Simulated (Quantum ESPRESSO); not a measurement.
# HfN (Fm-3m): from the cell to the phonon bands, part 2 of 4

How does HfN (Fm-3m) vibrate, and is this structure a minimum?

Quantum ESPRESSO 7.5; DFT PBE, scalar-relativistic, plane waves, GBRV ultrasoft pseudopotentials.

So far. Step 2 (A first look): No gap opens on this mesh, so smearing is kept; the start stands at 5.8 GPa. Step 4 (Self-consistent run for the response): The cell stands at -0.27 GPa, close enough for stiff modes, while soft ones can move. The relaxed cell has a = 4.543 Å (conventional setting).

The database entry behind the starting cell differs from later determinations by our own check (about 0.3 % short), so it need not match the best structure at ambient conditions.

**7. Phonons on a q mesh**

Linear response treats each wavevector in the unit cell, with no supercell; the 3×3×3 mesh fixes the range of the force constants to be had. The change of the potential is kept for the electron-phonon matrix elements.

The input, ph.in:

```
phonons
 &inputph
    prefix='x',
    outdir='./tmp',
    fildyn='x.dyn',
    tr2_ph=1.0d-18,
    alpha_mix(1)=0.4,
    nmix_ph=8,
    ldisp=.true.,
    nq1=3,
    nq2=3,
    nq3=3,
    electron_phonon='interpolated',
    fildvscf='dvscf',
    el_ph_sigma=0.005,
    el_ph_nsigma=10,
 /
```

Started as:

```console
$ OMP_NUM_THREADS=1 mpirun -n 4 ph.x -nk 4 -in ph.in > ph.out
```

Output:

```text
[banners, grids, parts of the stress and lines that vanish by symmetry left out]
[banner, memory and clock lines left out]
Program PHONON v.7.5

     ./tmp/x.save/

     IMPORTANT: XC functional enforced from input :
     Exchange-correlation= PBE
                           (   1   4   3   4   0   0   0)
     Any further DFT definition will be discarded
     Please, verify this is what you really want

     G-vector sticks info

     negative rho (up, down):  1.145E-01 0.000E+00
     Reading collected, re-writing distributed wavefunctions in ./tmp/

     Dynamical matrices for ( 3, 3, 3)  uniform grid of q-points
     (   4 q-points):
       N         xq(1)         xq(2)         xq(3)
       1   0.000000000   0.000000000   0.000000000
       2  -0.333333333   0.333333333  -0.333333333
       3   0.000000000   0.666666667   0.000000000
       4   0.666666667  -0.000000000   0.666666667

     Number and degeneracy of irreps per q-point
       N         xq(1)         xq(2)         xq(3)   N irreps
       1   0.000000000   0.000000000   0.000000000       2
        3   3
       2  -0.333333333   0.333333333  -0.333333333       4
[...]
3   0.000000000   0.666666667   0.000000000       4
[...]
4   0.666666667  -0.000000000   0.666666667       6
     No degeneracy

     Saving dvscf to file. Distribute only q points, not irreducible representations.

     Calculation of q =    0.0000000   0.0000000   0.0000000

     phonons

     bravais-lattice index     =            2
     lattice parameter (alat)  =       8.5852  a.u.
     unit-cell volume          =     158.1968 (a.u.)^3
     number of atoms/cell      =            2
     number of atomic types    =            2
     kinetic-energy cut-off    =      45.0000  Ry
     charge density cut-off    =     270.0000  Ry
     convergence threshold     =      1.0E-18
     beta                      =       0.4000
     number of iterations used =            8
     Exchange-correlation= PBE
                           (   1   4   3   4   0   0   0)

     celldm(1)=    8.58524  celldm(2)=    0.00000  celldm(3)=    0.00000
     celldm(4)=    0.00000  celldm(5)=    0.00000  celldm(6)=    0.00000

     crystal axes: (cart. coord. in units of alat)
               a(1) = ( -0.5000  0.0000  0.5000 )
               a(2) = (  0.0000  0.5000  0.5000 )
               a(3) = ( -0.5000  0.5000  0.0000 )

     reciprocal axes: (cart. coord. in units 2 pi/alat)
               b(1) = ( -1.0000 -1.0000  1.0000 )
               b(2) = (  1.0000  1.0000  1.0000 )
               b(3) = ( -1.0000  1.0000 -1.0000 )

     Atoms inside the unit cell:

     Cartesian axes

     site n.  atom      mass           positions (alat units)
        1  Hf    178.4900   tau(    1) = (    0.00000    0.00000    0.00000  )
        2  N      14.0070   tau(    2) = (   -0.50000    0.50000    0.50000  )

     Computing dynamical matrix for
                    q = (   0.0000000   0.0000000   0.0000000 )

     49 Sym.Ops. (with q -> -q+G )

     G cutoff =  504.0913  (  11935 G-vectors)     FFT grid: ( 32, 32, 32)
     G cutoff =  336.0609  (   6423 G-vectors)  smooth grid: ( 25, 25, 25)

     number of k points=   120  Marzari-Vanderbilt smearing, width (Ry)=  0.0200

     PseudoPot. # 1 for Hf read from file:
     ./pseudo/Hf.upf
     Pseudo is Ultrasoft + core correction, Zval = 12.0

     PseudoPot. # 2 for N  read from file:
     ./pseudo/N.upf
     Pseudo is Ultrasoft + core correction, Zval =  5.0

     Mode symmetry, O_h (m-3m)  point group:

     Atomic displacements:
     There are    2 irreducible representations

     Representation     1      3 modes -  To be done

     Representation     2      3 modes -  To be done

     Alpha used in Ewald sum =   2.7000

     negative rho (up, down):  1.145E-01 0.000E+00

     Representation #   1 modes #   1   2   3

     Self-consistent Calculation
      iter #   1   av.it.:   5.9
      thresh= 1.000E-02 alpha_mix =  0.400 |ddv_scf|^2 =  7.940E-07
      iter #   2   av.it.:  11.4
      thresh= 8.910E-05 alpha_mix =  0.400 |ddv_scf|^2 =  9.937E-08
      iter #   3   av.it.:  11.7
      thresh= 3.152E-05 alpha_mix =  0.400 |ddv_scf|^2 =  4.818E-10
      iter #   4   av.it.:  12.2
      thresh= 2.195E-06 alpha_mix =  0.400 |ddv_scf|^2 =  9.748E-12
[...]
End of self-consistent calculation

     Convergence has been achieved

     Representation #   2 modes #   4   5   6

     Self-consistent Calculation
[...]
End of self-consistent calculation

     Convergence has been achieved

     Number of q in the star =    1
     List of q in the star:
[...]
Diagonalizing the dynamical matrix

     q = (    0.000000000   0.000000000   0.000000000 )

 **************************************************************************
     freq (    1) =       0.086621 [THz] =       2.889382 [cm-1]
     freq (    2) =       0.086621 [THz] =       2.889382 [cm-1]
     freq (    3) =       0.086621 [THz] =       2.889382 [cm-1]
     freq (    4) =      14.558729 [THz] =     485.626941 [cm-1]
     freq (    5) =      14.558729 [THz] =     485.626941 [cm-1]
     freq (    6) =      14.558729 [THz] =     485.626941 [cm-1]
 **************************************************************************

     Mode symmetry, O_h (m-3m)  point group:

     freq (   1-   3) =          2.9  [cm-1]   --> T_1u G_15  G_4- I
     freq (   4-   6) =        485.6  [cm-1]   --> T_1u G_15  G_4- I
     Electron-phonon interaction  ...

     [... narrower broadenings left out ...]
     Gaussian Broadening:   0.020 Ry, ngauss=   0
     DOS =  4.227609 states/spin/Ry/Unit Cell at Ef= 18.584493 eV
     lambda(    1)=  0.0000   gamma=    0.00 GHz
     lambda(    2)=  0.0000   gamma=    0.00 GHz
     lambda(    3)=  0.0000   gamma=    0.00 GHz
     lambda(    4)=  0.0351   gamma=   30.02 GHz
     lambda(    5)=  0.0366   gamma=   31.30 GHz
     lambda(    6)=  0.0358   gamma=   30.64 GHz
     [... wider broadenings left out ...]

     Number of q in the star =    1
     List of q in the star:
[...]
Calculation of q =   -0.3333333   0.3333333  -0.3333333
     [... set-up and bands at k+q left out ...]

     Mode symmetry, C_3v (3m)   point group:

     Atomic displacements:
     There are    4 irreducible representations

     Representation     1      1 modes -  To be done

     Representation     2      1 modes -  To be done

[...]
Message from routine init_vloc:
     Interpolation table for Vloc re-allocated

     Alpha used in Ewald sum =   2.7000

     negative rho (up, down):  1.145E-01 0.000E+00

     Representation #   1 mode #   1

     Self-consistent Calculation

[...]
[... iterations left out ...]
[...]
End of self-consistent calculation

     Convergence has been achieved

     Representation #   2 mode #   2

     Self-consistent Calculation

[...]
[... iterations left out ...]
[...]
End of self-consistent calculation

     Convergence has been achieved

     Representation #   3 modes #   3   4

[...]
[... iterations left out ...]
[...]
Convergence has been achieved

     Representation #   4 modes #   5   6

[...]
[... iterations left out ...]
[...]
Convergence has been achieved

     Number of q in the star =    8
     List of q in the star:
[...]
Diagonalizing the dynamical matrix

     q = (   -0.333333333   0.333333333  -0.333333333 )

 **************************************************************************
     freq (    1) =       3.289321 [THz] =     109.719947 [cm-1]
     freq (    2) =       3.289321 [THz] =     109.719947 [cm-1]
     freq (    3) =       4.972767 [THz] =     165.873650 [cm-1]
     freq (    4) =      14.762211 [THz] =     492.414356 [cm-1]
     freq (    5) =      15.517664 [THz] =     517.613551 [cm-1]
     freq (    6) =      15.517664 [THz] =     517.613551 [cm-1]
 **************************************************************************

     Mode symmetry, C_3v (3m)   point group:

     freq (   1-   2) =        109.7  [cm-1]   --> E    L_3
     freq (   3-   3) =        165.9  [cm-1]   --> A_1  L_1
     freq (   4-   4) =        492.4  [cm-1]   --> A_1  L_1
     freq (   5-   6) =        517.6  [cm-1]   --> E    L_3
     Electron-phonon interaction  ...

     [... narrower broadenings left out ...]
     Gaussian Broadening:   0.020 Ry, ngauss=   0
     DOS =  4.227609 states/spin/Ry/Unit Cell at Ef= 18.584493 eV
     lambda(    1)=  0.0708   gamma=    3.09 GHz
     lambda(    2)=  0.0748   gamma=    3.27 GHz
     lambda(    3)=  0.1808   gamma=   18.04 GHz
     lambda(    4)=  0.1170   gamma=  102.93 GHz
     lambda(    5)=  0.0401   gamma=   39.02 GHz
     lambda(    6)=  0.0394   gamma=   38.32 GHz
     [... wider broadenings left out ...]

     Number of q in the star =    8
     List of q in the star:
[...]
Calculation of q =    0.0000000   0.6666667   0.0000000
     [... set-up and bands at k+q left out ...]

     Mode symmetry, C_4v (4mm)  point group:

     Atomic displacements:
     There are    4 irreducible representations

[...]
Alpha used in Ewald sum =   2.7000

     negative rho (up, down):  1.145E-01 0.000E+00

     Representation #   1 mode #   1

[...]
Convergence has been achieved

     Representation #   2 mode #   2

[...]
Convergence has been achieved

     Representation #   3 modes #   3   4

[...]
Convergence has been achieved

     Representation #   4 modes #   5   6

[...]
Convergence has been achieved

     Number of q in the star =    6
     List of q in the star:
[...]
Diagonalizing the dynamical matrix

     q = (    0.000000000   0.666666667   0.000000000 )

 **************************************************************************
     freq (    1) =       3.565570 [THz] =     118.934614 [cm-1]
     freq (    2) =       3.827136 [THz] =     127.659527 [cm-1]
     freq (    3) =       3.827136 [THz] =     127.659527 [cm-1]
     freq (    4) =      14.330433 [THz] =     478.011800 [cm-1]
     freq (    5) =      14.396477 [THz] =     480.214792 [cm-1]
     freq (    6) =      14.396477 [THz] =     480.214792 [cm-1]
 **************************************************************************

     Mode symmetry, C_4v (4mm)  point group:

     freq (   1-   1) =        118.9  [cm-1]   --> A_1  G_1 D_1
     freq (   2-   3) =        127.7  [cm-1]   --> E    G_5 D_5
     freq (   4-   4) =        478.0  [cm-1]   --> A_1  G_1 D_1
     freq (   5-   6) =        480.2  [cm-1]   --> E    G_5 D_5
     Electron-phonon interaction  ...

     [... narrower broadenings left out ...]
     Gaussian Broadening:   0.020 Ry, ngauss=   0
     DOS =  4.227609 states/spin/Ry/Unit Cell at Ef= 18.584493 eV
     lambda(    1)=  0.6990   gamma=   35.87 GHz
     lambda(    2)=  0.0172   gamma=    1.02 GHz
     lambda(    3)=  0.0173   gamma=    1.02 GHz
     lambda(    4)=  0.1488   gamma=  123.34 GHz
     lambda(    5)=  0.0429   gamma=   35.88 GHz
     lambda(    6)=  0.0430   gamma=   35.95 GHz
     [... wider broadenings left out ...]

     Number of q in the star =    6
     List of q in the star:
[...]
Calculation of q =    0.6666667  -0.0000000   0.6666667
     [... set-up and bands at k+q left out ...]

     Mode symmetry, C_2v (mm2)  point group:

     Atomic displacements:
     There are    6 irreducible representations

[...]
Representation     5      1 modes -  To be done

     Representation     6      1 modes -  To be done

     Alpha used in Ewald sum =   2.7000

     negative rho (up, down):  1.145E-01 0.000E+00

[...]
Convergence has been achieved

[...]
Convergence has been achieved

[...]
Convergence has been achieved

[...]
Convergence has been achieved

     Representation #   5 mode #   5

     Self-consistent Calculation

[...]
[... iterations left out ...]
[...]
End of self-consistent calculation

     Convergence has been achieved

     Representation #   6 mode #   6

     Self-consistent Calculation

      iter #   1   av.it.:   7.7
      thresh= 1.000E-02 alpha_mix =  0.400 |ddv_scf|^2 =  1.512E-04

      [... iterations left out ...]
      iter #  11   av.it.:  11.1
      thresh= 1.655E-10 alpha_mix =  0.400 |ddv_scf|^2 =  2.591E-20

     End of self-consistent calculation

     Convergence has been achieved

     Number of q in the star =   12
     List of q in the star:
[...]
Diagonalizing the dynamical matrix

     q = (    0.666666667  -0.000000000   0.666666667 )

 **************************************************************************
     freq (    1) =       3.590813 [THz] =     119.776634 [cm-1]
     freq (    2) =       3.967465 [THz] =     132.340372 [cm-1]
     freq (    3) =       4.584046 [THz] =     152.907332 [cm-1]
     freq (    4) =      13.798667 [THz] =     460.273983 [cm-1]
     freq (    5) =      14.522268 [THz] =     484.410721 [cm-1]
     freq (    6) =      15.343641 [THz] =     511.808757 [cm-1]
 **************************************************************************

     Mode symmetry, C_2v (mm2)  point group:

     freq (   1-   1) =        119.8  [cm-1]   --> B_1  D_3  S_3
     freq (   2-   2) =        132.3  [cm-1]   --> A_1  D_1  S_1
     freq (   3-   3) =        152.9  [cm-1]   --> B_2  D_4  S_4
     freq (   4-   4) =        460.3  [cm-1]   --> B_2  D_4  S_4
     freq (   5-   5) =        484.4  [cm-1]   --> A_1  D_1  S_1
     freq (   6-   6) =        511.8  [cm-1]   --> B_1  D_3  S_3
     Electron-phonon interaction  ...

     [... narrower broadenings left out ...]
     Gaussian Broadening:   0.020 Ry, ngauss=   0
     DOS =  4.227609 states/spin/Ry/Unit Cell at Ef= 18.584493 eV
     lambda(    1)=  0.1131   gamma=    5.89 GHz
     lambda(    2)=  0.4406   gamma=   28.00 GHz
     lambda(    3)=  0.0531   gamma=    4.51 GHz
     lambda(    4)=  0.0547   gamma=   42.02 GHz
     lambda(    5)=  0.1514   gamma=  128.87 GHz
     lambda(    6)=  0.0937   gamma=   89.01 GHz
     [... wider broadenings left out ...]

     Number of q in the star =   12
     List of q in the star:
[...]
11   0.000000000   0.666666667  -0.666666667
         12   0.000000000  -0.666666667  -0.666666667


[key lines of the parts left out:]
the Fermi energy is    18.5845 ev
```

Elapsed: 27 min, on 4 MPI ranks of Arm Neoverse V1, shared host; 1.8 h of CPU time.

Read from the output:

```yaml
largest_acoustic_frequency_at_the_zone_centre_before_the_sum_rule: 2.89 cm⁻¹
highest_optical_zone_centre_mode_no_lo_to_term: 485.6 cm⁻¹
lowest_optical_zone_centre_mode: 485.6 cm⁻¹
lowest_mode_on_the_q_mesh_acoustic_ones_at_the_zone_centre_apart: 109.7 cm⁻¹
```

Frequencies (cm⁻¹) at each irreducible wavevector; negative means imaginary. Frequencies by wavevector:

```
   q (fractions)  star  mode 1  mode 2  mode 3  mode 4  mode 5  mode 6
           0 0 0     1    2.89    2.89    2.89   485.6   485.6   485.6
      0 0 0.3333     8   109.7   109.7   165.9   492.4   517.6   517.6
 0 0.3333 0.3333     6   118.9   127.7   127.7     478   480.2   480.2
0 0.3333 -0.3333    12   119.8   132.3   152.9   460.3   484.4   511.8
```

Couplings of single modes at a Gaussian broadening of 0.02 Ry, as ph.x prints them; it sets λ to zero for modes under 20 cm⁻¹. Mode couplings:

```
   q (fractions)  mode  frequency (cm⁻¹)       λ  linewidth γ (GHz)
      0 0 0.3333     1             109.7  0.0708               3.09
      0 0 0.3333     2             109.7  0.0748               3.27
      0 0 0.3333     3             165.9  0.1808              18.04
      0 0 0.3333     4             492.4   0.117              102.9
      0 0 0.3333     5             517.6  0.0401              39.02
      0 0 0.3333     6             517.6  0.0394              38.32
 0 0.3333 0.3333     1             118.9   0.699              35.87
 0 0.3333 0.3333     2             127.7  0.0172               1.02
 0 0.3333 0.3333     3             127.7  0.0173               1.02
 0 0.3333 0.3333     4               478  0.1488              123.3
 0 0.3333 0.3333     5             480.2  0.0429              35.88
 0 0.3333 0.3333     6             480.2   0.043              35.95
0 0.3333 -0.3333     1             119.8  0.1131               5.89
0 0.3333 -0.3333     2             132.3  0.4406                 28
0 0.3333 -0.3333     3             152.9  0.0531               4.51
0 0.3333 -0.3333     4             460.3  0.0547              42.02
0 0.3333 -0.3333     5             484.4  0.1514              128.9
0 0.3333 -0.3333     6             511.8  0.0937              89.01
```

The acoustic modes at Γ come out as far as 2.9 cm⁻¹ from zero, where they should vanish, a small numerical error.

**8. Force constants in real space**

The dynamical matrices of the mesh are Fourier-transformed to force constants in real space.

The input, q2r.in:

```
 &input
    fildyn='x.dyn',
    zasr='crystal',
    flfrc='x.fc',
    la2F=.true.,
 /
```

Started as:

```console
$ q2r.x < q2r.in > q2r.out
```

Output:

```text
[banners, grids, parts of the stress and lines that vanish by symmetry left out]
[banner, memory and clock lines left out]
Program Q2R v.7.5

  reading grid info from file x.dyn0

  reading force constants from file x.dyn1
  Dielectric Tensor not found
  nqs=            1
 q=   0.00000000  0.00000000  0.00000000
  reading force constants from file x.dyn2
  nqs=            8
 q=  -0.33333333  0.33333333 -0.33333333
[...]
reading force constants from file x.dyn3
  nqs=            6
[...]
reading force constants from file x.dyn4
  nqs=           12
[...]
q=   0.00000000  0.66666667 -0.66666667
 q=   0.00000000 -0.66666667 -0.66666667

      q-space grid ok, #points =   27

      fft-check success (sum of imaginary terms < 10^-12)

   Preparing gamma for a2F

 Broadening =      0.005
      q-space grid ok, #points =   27

      fft-check success (sum of imaginary terms < 10^-12)

 Broadening =      0.010
[...]
Broadening =      0.045
      q-space grid ok, #points =   27

      fft-check success (sum of imaginary terms < 10^-12)

 Broadening =      0.050
      q-space grid ok, #points =   27

      fft-check success (sum of imaginary terms < 10^-12)
```

Run time: 0.49 s. Hardware: 1 thread.

[end of part 2 of 4]

[Host names and launcher messages were left out of these logs when they were recorded.]

[Logs are printed without paths, hosts, clocks, repeated set-up lines and the standing remarks that a program may print on its own settings, such as how far it seeks lower states.]

[Hosts, paths, dates, database ids (printed as entryN), source tags and the programs' standing remarks are cut or masked in the printed files.]
